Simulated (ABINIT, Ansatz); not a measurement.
# Converging GW for PNO (P3_2) in ABINIT

What does each rung of G0W0 on PNO (P3_2) cost, and what does it buy?

Calculated with ABINIT 10.8.3; LDA and many-body steps on it, plane waves.

## (1) The structure

It takes space group P3_2 (No. 145, trigonal). The conventional cell has a = 4.784 Å, b = 4.784 Å, c = 5.281 Å, α = 90.00°, β = 90.00°, γ = 120.00°. Nearest to P lie 2 N at 1.57 Å and 2 O at 1.60 to 1.62 Å. N has 2 P at 1.57 Å nearest. Nearest to O lie 2 P at 1.60 to 1.62 Å. Farther neighbours and most contacts between anions are not listed.

The cell and positions are those that the Materials Project relaxed with its own functionals (PBE, PBE+U or r2SCAN), kept fixed.

## (2) Empty states on the mesh, 3×3×2 mesh, 212 bands

This step: ABINIT 10.8.3; DFT, LDA, plane waves, norm-conserving pseudopotentials.

The sums over transitions need many empty states on a uniform mesh; this step solves for them.

The input, run.abi:

```
acell 3*1.0 Angstrom
rprim 
  4.783611555019 -0.000000000004 0.000000000000
  -2.391805777506 4.142729128486 0.000000000000
  0.000000000000 0.000000000000 5.281207000000
ntypat 3
znucl 15 7 8
natom 9
typat 1 1 1 2 2 2 3 3 3
xred 
  0.985906000000 0.461916000000 0.328176000000
  0.538084000000 0.523990000000 0.994842666667
  0.476010000000 0.014094000000 0.661509333333
  0.388331000000 0.260582000000 0.782152000000
  0.872251000000 0.611669000000 0.115485333333
  0.739418000000 0.127749000000 0.448818666667
  0.146478000000 0.720287000000 0.556338000000
  0.279713000000 0.426191000000 0.223004666667
  0.573809000000 0.853522000000 0.889671333333
pp_dirpath "pseudos"
pseudos "P.upf, N.upf, O.upf"
ecut 36
ngkpt 3 3 2
nshiftk 1
shiftk 0 0 0
kptopt 1
chksymbreak 0
iscf -2
irdden 1
istwfk *1
nband 212
nbdbuf 18
tolwfr 1e-09
nstep 60
prtvol 0
indata_prefix "in"
outdata_prefix "out"
tmpdata_prefix "tmp"
```

The run is started by

```sh
OMP_NUM_THREADS=1 mpirun -n 4 abinit run.abi > log
```

Numbers of over 12 decimals in the logs are rounded to 6 here.

The log of the run:

```text
.Version 10.8.3 of ABINIT. v10.8.2 released Aug 2026.

 Symmetries : space group P3_2 (#145); Bravais hP (primitive hexag.)
[... echo of the input left out ...]
== DATASET  1 ==================================================================
-   mpi_nproc: 4, omp_nthreads: 1 (-1 if OMP is not activated)

--- !DatasetInfo
iteration_state: {dtset: 1, }
dimensions: {natom: 9, nkpt: 6, mband: 212, nsppol: 1, nspinor: 1, nspden: 1, mpw: 7302, }
cutoff_energies: {ecut:  36.0, pawecutdg:  -1.0, }
[...]
2.74421    2.77311    2.78103    2.78103    2.78535    2.79586    2.79586    2.83437
   2.83437    2.83506    2.84991    2.86533    2.86533    2.89311    2.89678    2.89679
   2.91616    2.91631    2.94437    2.95521
 prteigrs : prtvol=0 or 1, do not print more k-points.

== END DATASET(S) ==============================================================
================================================================================

 -outvars: echo values of variables after computation  --------
            nband         212
             nkpt           6
          spgroup         145
 [... the other variables as echoed above ...]

 Calculation completed.
```

Wall time 2.2 min (4 MPI ranks of Intel Xeon Platinum 8559C (Emerald Rapids), shared host); peak memory 0.51 GiB.

This step gave:

```yaml
gap: 5.226 eV
k_of_the_valence_top: 0.3333, 0.3333, 0
k_of_the_conduction_bottom: 0, 0, 0
least_direct_gap: 5.422 eV
k_points_computed: 6
lowest_point_of_the_top_converged_band_above_the_valence_top: 71.4917 eV
```

On this mesh the gap is 5.226 eV.

The density comes from a self-consistent run that is not shown.

## (3) Screening, 3×3×2 mesh, 45 bands, screening to 62.6 eV

The RPA dielectric matrix is built and inverted for each q.

This step: RPA screening on LDA, plane waves, norm-conserving pseudopotentials.

Changes to run.abi since step 2:

```diff
@@ -27,10 +27,11 @@
 chksymbreak 0
-iscf -2
-irdden 1
 istwfk *1
-nband 212
-nbdbuf 18
-tolwfr 1e-09
-nstep 60
-prtvol 0
+occopt 1
+irdwfk 1
+optdriver 3
+nband 45
+ecuteps 2.3
+inclvkb 2
+awtr 1
+symchi 1
 indata_prefix "in"
```

The log of the run:

```text
.Version 10.8.3 of ABINIT. v10.8.2 released Aug 2026.

 Symmetries : space group P3_2 (#145); Bravais hP (primitive hexag.)
[... echo of the input left out ...]
== DATASET  1 ==================================================================
-   mpi_nproc: 4, omp_nthreads: 1 (-1 if OMP is not activated)

--- !DatasetInfo
iteration_state: {dtset: 1, }
dimensions: {natom: 9, nkpt: 6, mband: 45, nsppol: 1, nspinor: 1, nspden: 1, mpw: 7302, }
cutoff_energies: {ecut:  36.0, pawecutdg:  -1.0, }
electrons: {nelect:   4.80000000E+01, charge:   0.00000000E+00, occopt:   1.00000000E+00, tsmear:   1.00000000E-02, }

 SCREENING: Calculation of the susceptibility and dielectric matrices

 Based on a program developped by R.W. Godby, V. Olevano, G. Onida, and L. Reining.
 Incorporated in ABINIT by V. Olevano, G.-M. Rignanese, and M. Torrent.
.Using double precision arithmetic ; gwpc =  8

[... cell and pseudopotentials left out ...]
--------------------------------------------------------------------------------

 ==== K-mesh for the wavefunctions ====
 Number of points in the irreducible wedge :     6
[... list of points left out ...]
 Together with  3 symmetry operations and time-reversal symmetry
 yields    18 points in the full Brillouin Zone.

 ==== Q-mesh for the screening function ====
 Number of points in the irreducible wedge :     6
[... list of points left out ...]
 Together with  3 symmetry operations and time-reversal symmetry
 yields    18 points in the full Brillouin Zone.

 setmesh: FFT mesh size selected  =    27x   27x   36
          total number of points  =        26244

 vcoul_init : cutoff-mode = AUXILIARY_FUNCTION
 q-points for optical limit:   1
     1)      0.000010    0.000020    0.000030

- screening: taking advantage of time-reversal symmetry
- Maximum band index for partially occupied states nbvw = 24
- Remaining bands to be divided among processors   nbcw = 21
- Number of bands treated by each node ~5

 Number of electrons calculated from density =   48.0000; Expected =   48.0000
 average of density, n =  0.067962
 r_s =    1.5201
 omega_plasma =   25.1472 [eV]

 calculating chi0 at frequencies [eV] :
  1    0.000000E+00    0.000000E+00
  2    0.000000E+00    2.514723E+01

--------------------------------------------------------------------------------
  q-point number  1        q = ( 0.000000, 0.000000, 0.000000) [r.l.u.]
--------------------------------------------------------------------------------
[... chi0 elements left out ...]
 For q-point:  0.000010 0.000020 0.000030
  dielectric constant =   3.1971
  dielectric constant without local fields =   3.4442

  Average fulfillment of the sum rule on Im[epsilon] for q-point    1 :     21.68  [%]
[... wings left out ...]
  q-point number  2        q = ( 0.333333, 0.000000, 0.000000) [r.l.u.]
--------------------------------------------------------------------------------
[... chi0 elements left out ...]
  Average fulfillment of the sum rule on Im[epsilon] for q-point    2 :     32.96  [%]

 [... 4 further q-points ...]
```

Elapsed: 14 s, on 4 MPI ranks; peak memory 0.91 GiB.

Numbers from this step:

```yaml
eps_infinity_with_local_fields_on_this_mesh_along_the_program_s_q_direction: 3.197
the_same_without_local_fields: 3.444
plasma_frequency: 25.15 eV
plane_waves_in_the_screening_matrix: 121
```

Local fields lower ε∞ by 7 %. On a Γ-centred mesh this coarse the value itself is usually too large, while a short band sum pulls it down.

## (4) 45 bands, 62.6 eV

The self-energy is evaluated for the states that the input lists, and the levels follow from it, in one-shot runs by the linearised quasiparticle equation.

This step: G0W0 on LDA, plane waves, norm-conserving pseudopotentials.

Changes to run.abi since step 3:

```diff
@@ -30,8 +30,19 @@
 irdwfk 1
-optdriver 3
+optdriver 4
 nband 45
+gwcalctyp 0
+ecutsigx 36
+symsigma 1
+nkptgw 3
+kptgw 
+  0.3333333333 0.3333333333 0.0000000000
+  0.0000000000 0.0000000000 0.0000000000
+  0.3333333333 0.0000000000 0.0000000000
+bdgw 
+  23 26
+  23 27
+  23 26
 ecuteps 2.3
-inclvkb 2
-awtr 1
-symchi 1
+irdscr 1
+ppmodel 1
 indata_prefix "in"
```

The log of the run:

```text
.Version 10.8.3 of ABINIT. v10.8.2 released Aug 2026.

 Symmetries : space group P3_2 (#145); Bravais hP (primitive hexag.)
[... echo of the input left out ...]
== DATASET  1 ==================================================================
-   mpi_nproc: 4, omp_nthreads: 1 (-1 if OMP is not activated)

--- !DatasetInfo
iteration_state: {dtset: 1, }
dimensions: {natom: 9, nkpt: 6, mband: 45, nsppol: 1, nspinor: 1, nspden: 1, mpw: 7302, }
cutoff_energies: {ecut:  36.0, pawecutdg:  -1.0, }
electrons: {nelect:   4.80000000E+01, charge:   0.00000000E+00, occopt:   1.00000000E+00, tsmear:   1.00000000E-02, }

 SIGMA: Calculation of the GW corrections

 Based on a program developped by R.W. Godby, V. Olevano, G. Onida, and L. Reining.
 Incorporated in ABINIT by V. Olevano, G.-M. Rignanese, and M. Torrent.
.Using double precision arithmetic ; gwpc =  8

[... cell and pseudopotentials left out ...]
--------------------------------------------------------------------------------

 ==== K-mesh for the wavefunctions ====
 Number of points in the irreducible wedge :     6
[... list of points left out ...]
 Together with  3 symmetry operations and time-reversal symmetry
 yields    18 points in the full Brillouin Zone.

 ==== Q-mesh for screening function ====
 Number of points in the irreducible wedge :     6
[... list of points left out ...]
 Together with  3 symmetry operations and time-reversal symmetry
 yields    18 points in the full Brillouin Zone.

 vcoul_init : cutoff-mode = AUXILIARY_FUNCTION
 q-points for optical limit:   1
     1)      0.000010    0.000020    0.000030
 setmesh: FFT mesh size selected  =    45x   45x   54
          total number of points  =       109350

 Number of electrons calculated from density =   48.0000; Expected =   48.0000
 average of density, n =  0.067962
 r_s =    1.5201
 omega_plasma =   25.1472 [eV]

 === KS Band Gaps ===
  >>>> For spin  1
   Minimum direct gap =   5.4221 [eV], located at k-point      :   0.3333  0.0000  0.0000
   Fundamental gap    =   5.2258 [eV], Top of valence bands at :   0.3333  0.3333  0.0000
                                       Bottom of conduction at :   0.0000  0.0000  0.0000
 SIGMA fundamental parameters:
 PLASMON POLE MODEL  1
 number of plane-waves for SigmaX                 7275
 number of plane-waves for SigmaC and W            121
 number of plane-waves for wavefunctions          7275
 number of bands                                    45
 number of independent spin polarizations            1
 number of spinorial components                      1
 number of k-points in IBZ                           6
 number of q-points in IBZ                           6
 number of symmetry operations                       3
 number of k-points in BZ                           18
 number of q-points in BZ                           18
 number of frequencies for dSigma/dE                 9
 frequency step for dSigma/dE [eV]                0.25
 number of omega for Sigma on real axis              0
 max omega for Sigma on real axis  [eV]           0.00
 zcut for avoiding poles [eV]                     0.10

 EPSILON^-1 parameters (SCR file):
 dimension of the eps^-1 matrix on file            121
 dimension of the eps^-1 matrix used               121
 number of plane-waves for wavefunctions          7275
 number of bands                                    45
 number of q-points in IBZ                           6
 number of frequencies                               2
 number of real frequencies                          1
 number of imag frequencies                          1

 matrix elements of self-energy operator (all in [eV])

 Perturbative Calculation

--- !SelfEnergy_ee
iteration_state: {dtset: 1, }
kpoint     : [   0.333,    0.333,    0.000, ]
spin       : 1
KS_gap     :    6.251
QP_gap     :    9.155
Delta_QP_KS:    2.904
data: !SigmaeeData |
     Band     E0 <VxcDFT>   SigX SigC(E0)      Z dSigC/dE  Sig(E)    E-E0       E
       23   2.668 -17.324 -21.628   4.012   0.811  -0.233 -17.561  -0.237   2.431
       24   2.713 -16.940 -21.057   3.920   0.811  -0.233 -17.100  -0.160   2.553
       25   8.964 -14.766  -8.774  -2.717   0.838  -0.193 -12.022   2.745  11.708
       26   9.203 -13.874  -7.996  -2.656   0.840  -0.191 -11.168   2.706  11.909

--- !SelfEnergy_ee
iteration_state: {dtset: 1, }
kpoint     : [   0.000,    0.000,    0.000, ]
spin       : 1
KS_gap     :    5.716
QP_gap     :    8.412
Delta_QP_KS:    2.696
data: !SigmaeeData |
     Band     E0 <VxcDFT>   SigX SigC(E0)      Z dSigC/dE  Sig(E)    E-E0       E
       23   2.223 -16.495 -20.751   3.906   0.811  -0.232 -16.779  -0.285   1.938
       24   2.223 -16.495 -20.751   3.906   0.811  -0.232 -16.779  -0.285   1.938
[...]
--- !SelfEnergy_ee
iteration_state: {dtset: 1, }
kpoint     : [   0.333,    0.000,    0.000, ]
spin       : 1
KS_gap     :    5.422
QP_gap     :    8.227
Delta_QP_KS:    2.805
data: !SigmaeeData |
     Band     E0 <VxcDFT>   SigX SigC(E0)      Z dSigC/dE  Sig(E)    E-E0       E
[...]
24   2.692 -17.080 -21.272   3.943   0.811  -0.232 -17.282  -0.203   2.489
       25   8.114 -14.339  -8.560  -2.689   0.842  -0.187 -11.736   2.603  10.717
       26   8.586 -13.264  -7.556  -2.649   0.846  -0.183 -10.677   2.587  11.173

== END DATASET(S) ==============================================================
================================================================================

 -outvars: echo values of variables after computation  --------
           etotal      0.0000000000E+00
            nband          45
             nkpt           6
          spgroup         145
 [... the other variables as echoed above ...]

 Calculation completed.
```

Elapsed: 5.4 s, on 4 MPI ranks; peak memory 0.75 GiB; 21 s of CPU time.

Numbers from this step:

```
G0W0 gap on the points computed              : 7.797 eV
starting gap on the mesh                     : 5.226 eV
k of the valence top                         : 0.3333, 0.3333, 0
k of the conduction bottom                   : 0, 0, 0
Z at the valence top                         : 0.811
Z at the conduction bottom                   : 0.839
least direct G0W0 gap on the computed points : 8.228 eV
```

The gap on the mesh goes from 5.23 eV to 7.80 eV, a correction of +2.57 eV.

## (5) Screening, 3×3×2 mesh, 93 bands, screening to 114.3 eV

This step: RPA screening on LDA, plane waves, norm-conserving pseudopotentials.

Changes to run.abi since step 4:

```diff
@@ -30,19 +30,8 @@
 irdwfk 1
-optdriver 4
-nband 45
-gwcalctyp 0
-ecutsigx 36
-symsigma 1
-nkptgw 3
-kptgw 
-  0.3333333333 0.3333333333 0.0000000000
-  0.0000000000 0.0000000000 0.0000000000
-  0.3333333333 0.0000000000 0.0000000000
-bdgw 
-  23 26
-  23 27
-  23 26
-ecuteps 2.3
-irdscr 1
-ppmodel 1
+optdriver 3
+nband 93
+ecuteps 4.2
+inclvkb 2
+awtr 1
+symchi 1
 indata_prefix "in"
```

The log of the run:

```text
.Version 10.8.3 of ABINIT. v10.8.2 released Aug 2026.

 Symmetries : space group P3_2 (#145); Bravais hP (primitive hexag.)
[... echo of the input left out ...]
== DATASET  1 ==================================================================
-   mpi_nproc: 4, omp_nthreads: 1 (-1 if OMP is not activated)

--- !DatasetInfo
iteration_state: {dtset: 1, }
dimensions: {natom: 9, nkpt: 6, mband: 93, nsppol: 1, nspinor: 1, nspden: 1, mpw: 7302, }
cutoff_energies: {ecut:  36.0, pawecutdg:  -1.0, }
electrons: {nelect:   4.80000000E+01, charge:   0.00000000E+00, occopt:   1.00000000E+00, tsmear:   1.00000000E-02, }

 SCREENING: Calculation of the susceptibility and dielectric matrices

 Based on a program developped by R.W. Godby, V. Olevano, G. Onida, and L. Reining.
 Incorporated in ABINIT by V. Olevano, G.-M. Rignanese, and M. Torrent.
.Using double precision arithmetic ; gwpc =  8

[... cell and pseudopotentials left out ...]
--------------------------------------------------------------------------------

 ==== K-mesh for the wavefunctions ====
 Number of points in the irreducible wedge :     6
[... list of points left out ...]
 Together with  3 symmetry operations and time-reversal symmetry
 yields    18 points in the full Brillouin Zone.

 ==== Q-mesh for the screening function ====
 Number of points in the irreducible wedge :     6
[... list of points left out ...]
 Together with  3 symmetry operations and time-reversal symmetry
 yields    18 points in the full Brillouin Zone.

 setmesh: FFT mesh size selected  =    36x   36x   45
          total number of points  =        58320

 vcoul_init : cutoff-mode = AUXILIARY_FUNCTION
 q-points for optical limit:   1
     1)      0.000010    0.000020    0.000030

- screening: taking advantage of time-reversal symmetry
- Maximum band index for partially occupied states nbvw = 24
- Remaining bands to be divided among processors   nbcw = 69
- Number of bands treated by each node ~17

 Number of electrons calculated from density =   48.0000; Expected =   48.0000
 average of density, n =  0.067962
 r_s =    1.5201
 omega_plasma =   25.1472 [eV]

 calculating chi0 at frequencies [eV] :
  1    0.000000E+00    0.000000E+00
  2    0.000000E+00    2.514723E+01

--------------------------------------------------------------------------------
  q-point number  1        q = ( 0.000000, 0.000000, 0.000000) [r.l.u.]
--------------------------------------------------------------------------------
[... chi0 elements left out ...]
 For q-point:  0.000010 0.000020 0.000030
  dielectric constant =   3.3076
  dielectric constant without local fields =   3.6526

  Average fulfillment of the sum rule on Im[epsilon] for q-point    1 :     46.20  [%]
[... wings left out ...]
  q-point number  2        q = ( 0.333333, 0.000000, 0.000000) [r.l.u.]
--------------------------------------------------------------------------------
[... chi0 elements left out ...]
  Average fulfillment of the sum rule on Im[epsilon] for q-point    2 :     55.98  [%]

 [... 4 further q-points ...]
```

The job ended after 51 s (4 MPI ranks; peak memory 1.6 GiB).

Numbers from this step:

```yaml
eps_infinity_with_local_fields_on_this_mesh_along_the_program_s_q_direction: 3.308
the_same_without_local_fields: 3.653
plasma_frequency: 25.15 eV
plane_waves_in_the_screening_matrix: 303
```

(Continued in part 2 of 2.)

[Paths, hosts, dates, memory and timing lines, banners, echoed tables and standing remarks are left out of the program output.]

[Logs are printed without paths, hosts, clocks, repeated set-up lines and the standing remarks that a program may print on its own settings, such as how far it seeks lower states.]

[Runs of the session that timed out or met a known fault of the program may be left out.]

[No measured gap is set beside runs whose start may be inverted or whose files or cutoffs have a known fault.]

[Hosts, paths, dates, database ids (printed as entryN), source tags and the programs' standing remarks are cut or masked in the printed files.]

[G0W0 gaps are taken among the corrected bands and points alone; a level outside them can change the order at an edge.]

[Where Ansatz stands beside ABINIT at settings called matched, ABINIT's density can come from a denser mesh and the files from another edition; pairs whose starting gaps differed by over 0.03 eV were left out, so agreement reads better than it is.]
